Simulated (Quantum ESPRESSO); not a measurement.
**GaSb (F-43m): from Born charge to LO-TO splitting**

How high does the longitudinal optical mode of GaSb (F-43m) lie, given the transverse one, the Born charge and ε∞?

Main program and level: Quantum ESPRESSO 7.5; DFT LDA, scalar-relativistic, plane waves, GBRV ultrasoft pseudopotentials.

The database entry behind the starting cell differs from later determinations by our own check (about 0.4 % long), so it need not match the best structure at ambient conditions.

## 1. Set-up

Symmetry: F-43m, No. 216, cubic system. Conventional cell: a = 6.047 Å, b = 6.047 Å, c = 6.047 Å, α = 90.00°, β = 90.00°, γ = 90.00°. Nearest to Ga lie 4 Sb at 2.62 Å. Nearest to Sb lie 4 Ga at 2.62 Å. Farther neighbours are not listed.

Coordinates:

```
CELL_PARAMETERS angstrom
-3.02365 0.00000 3.02365
0.00000 3.02365 3.02365
-3.02365 3.02365 0.00000
ATOMIC_POSITIONS crystal
Ga 0.00000 0.00000 0.00000
Sb 0.25000 0.25000 0.25000
```

This is the cell after its relaxation at this level of theory, not the database cell from which that began.

## 2. What the response run gave

A linear-response run on the relaxed cell, with the response to an electric field; only its zone-centre results are used. Cutoff 50 Ry, k mesh 8×8×8 with shifts.

What it wrote:

```text
[banners, grids, parts of the stress and lines that vanish by symmetry left out]
Program PHONON v.7.5
     Reading xml data from directory:

[...]
Exchange-correlation= PZ
                           (   1   1   0   0   0   0   0)
[...]
kinetic-energy cut-off    =      50.0000  Ry
     charge density cut-off    =     400.0000  Ry
     convergence threshold     =      1.0E-18
[...]
Exchange-correlation= PZ
                           (   1   1   0   0   0   0   0)
[...]
q = (   0.0000000   0.0000000   0.0000000 )
     25 Sym.Ops. (with q -> -q+G )
     G cutoff = 1323.1823  (  50557 G-vectors)     FFT grid: ( 54, 54, 54)
     G cutoff =  661.5911  (  17933 G-vectors)  smooth grid: ( 40, 40, 40)
     number of k points=    60
[...]
Mode symmetry, T_d (-43m)  point group:
[...]
Dielectric constant
[...]
End of electric fields calculation
          Dielectric constant in cartesian axis
          (      19.051085823      -0.000000000      -0.000000000 )
          (      -0.000000000      19.051085823       0.000000000 )
          (      -0.000000000       0.000000000      19.051085823 )
          Effective charges (d Force / dE) in cartesian axis without acoustic sum rule applied (asr)
           atom    1  Ga    Mean Z*:        1.66796
      Ex  (        1.66796        0.00000       -0.00000 )
      Ey  (        0.00000        1.66796        0.00000 )
      Ez  (       -0.00000        0.00000        1.66796 )
           atom    2  Sb    Mean Z*:       -1.68069
      Ex  (       -1.68069        0.00000        0.00000 )
      Ey  (        0.00000       -1.68069        0.00000 )
      Ez  (        0.00000        0.00000       -1.68069 )
          Effective charges Sum: Mean:       -0.01272
[...]
Effective charges (d Force / dE) in cartesian axis with asr applied:
           atom    1  Ga    Mean Z*:        1.67432
[...]
atom    2  Sb    Mean Z*:       -1.67432
[...]
Representation #   1 modes #   1   2   3
[...]
End of self-consistent calculation
     Convergence has been achieved
     Representation #   2 modes #   4   5   6
[...]
End of self-consistent calculation
     Convergence has been achieved
[...]
Dielectric constant in cartesian axis
          (      19.051085823      -0.000000000      -0.000000000 )
          (      -0.000000000      19.051085823       0.000000000 )
          (      -0.000000000       0.000000000      19.051085823 )
          Effective charges (d Force / dE) in cartesian axis without acoustic sum rule applied (asr)
           atom    1  Ga    Mean Z*:        1.66796
      Ex  (        1.66796        0.00000       -0.00000 )
      Ey  (        0.00000        1.66796        0.00000 )
      Ez  (       -0.00000        0.00000        1.66796 )
           atom    2  Sb    Mean Z*:       -1.68069
      Ex  (       -1.68069        0.00000        0.00000 )
      Ey  (        0.00000       -1.68069        0.00000 )
      Ez  (        0.00000        0.00000       -1.68069 )
          Effective charges Sum: Mean:       -0.01272
[...]
Effective charges (d Force / dE) in cartesian axis with asr applied:
           atom    1  Ga    Mean Z*:        1.67432
[...]
atom    2  Sb    Mean Z*:       -1.67432
[...]
q = (    0.000000000   0.000000000   0.000000000 )
[...]
freq (    1) =      -0.223506 [THz] =      -7.455354 [cm-1]
     freq (    2) =      -0.223506 [THz] =      -7.455354 [cm-1]
     freq (    3) =      -0.223506 [THz] =      -7.455354 [cm-1]
     freq (    4) =       6.792438 [THz] =     226.571359 [cm-1]
     freq (    5) =       6.792438 [THz] =     226.571359 [cm-1]
     freq (    6) =       6.792438 [THz] =     226.571359 [cm-1]
[...]
Mode symmetry, T_d (-43m)  point group:
     freq (   1-   3) =         -7.5  [cm-1]   --> T_2  G_15 P_4   I+R
     freq (   4-   6) =        226.6  [cm-1]   --> T_2  G_15 P_4   I+R

   JOB DONE.
```

```csv
quantity,value
cell volume Ω (Å³),55.287
mass of Ga (u),69.723
mass of Sb (u),121.760
"Born charge of Ga, raw (e)",1.668
"Born charge of Sb, raw (e)",-1.681
ε∞,19.051
ω(TO) after the sum rule (cm⁻¹),226.7
```

## 3. The calculation

The charges must sum to zero over the cell; taking off their mean, -0.006 e, leaves Z* = 1.674 e on Ga. In the polar mode Ga moves against Sb, so the reduced mass is μ = 69.72 × 121.76 / 191.48 = 44.335 u.

A longitudinal wave builds up a field that adds to the restoring force: ω(LO)² = ω(TO)² + 4π Z*² / (μ Ω ε∞), in Hartree atomic units. With μ = 80818 electron masses and Ω = 373.09 bohr³ the second term is 6.1327e-08 Ha², or 2954 cm⁻² (1 Ha = 219474.6 cm⁻¹).

So ω(LO) = √(51393 + 2954) = 233.1 cm⁻¹, and by the Lyddane-Sachs-Teller relation ε₀ = ε∞ (ω(LO)/ω(TO))² = 20.15.

## 4. Check against the program

The analysis program adds the same non-analytic term to the full matrix, here for q along (1 0 0).

What it wrote:

```text
[banner, memory and clock lines left out]
Program DYNMAT v.7.5

     Reading Dynamical Matrix from file g.dyn
     ...Force constants read
     ...epsilon and Z* read

     Polarizability (A^3 units)
     multiply by 0.142510 for Clausius-Mossotti correction
        79.417463   -0.000000   -0.000000
        -0.000000   79.417463    0.000000
        -0.000000    0.000000   79.417463

     IR activities are in (D/A)^2/amu units

# mode   [cm-1]    [THz]      IR
    1     -0.00   -0.0000    0.0000
    2      0.00    0.0000    0.0000
    3      0.00    0.0000    0.0000
    4    226.70    6.7964    1.4588
    5    226.70    6.7964    1.4588
    6    233.13    6.9890    1.4588
```

ε₀ comes from the program's run without a direction of q.

```csv
quantity,by hand,program
ω(LO) (cm⁻¹),233.1,233.1
ε₀,20.15,20.15
```

## 5. Outcome

```
TO mode                    : 226.7 cm⁻¹
LO mode                    : 233.1 cm⁻¹
static dielectric constant : 20.15
```

The LO mode of GaSb (F-43m) lies at 233 cm⁻¹, 6 cm⁻¹ above the TO mode; the formula meets the program within 0.1 cm⁻¹, as it must for a cubic crystal with one polar mode. ω(LO)² − ω(TO)² goes with Z*²/ε∞: an error of 5 % in ε∞ would move the LO mode by 0.3 cm⁻¹, and semilocal functionals tend to overestimate ε∞. These are harmonic values at zero temperature, at the volume of this functional, for the structure held cubic; stability elsewhere in the zone is no part of this calculation.

[Host names and launcher messages were left out of these logs when they were recorded.]

[Logs are printed without paths, hosts, clocks, repeated set-up lines and the standing remarks that a program may print on its own settings, such as how far it seeks lower states.]

[Hosts, paths, dates, database ids (printed as entryN), source tags and the programs' standing remarks are cut or masked in the printed files.]
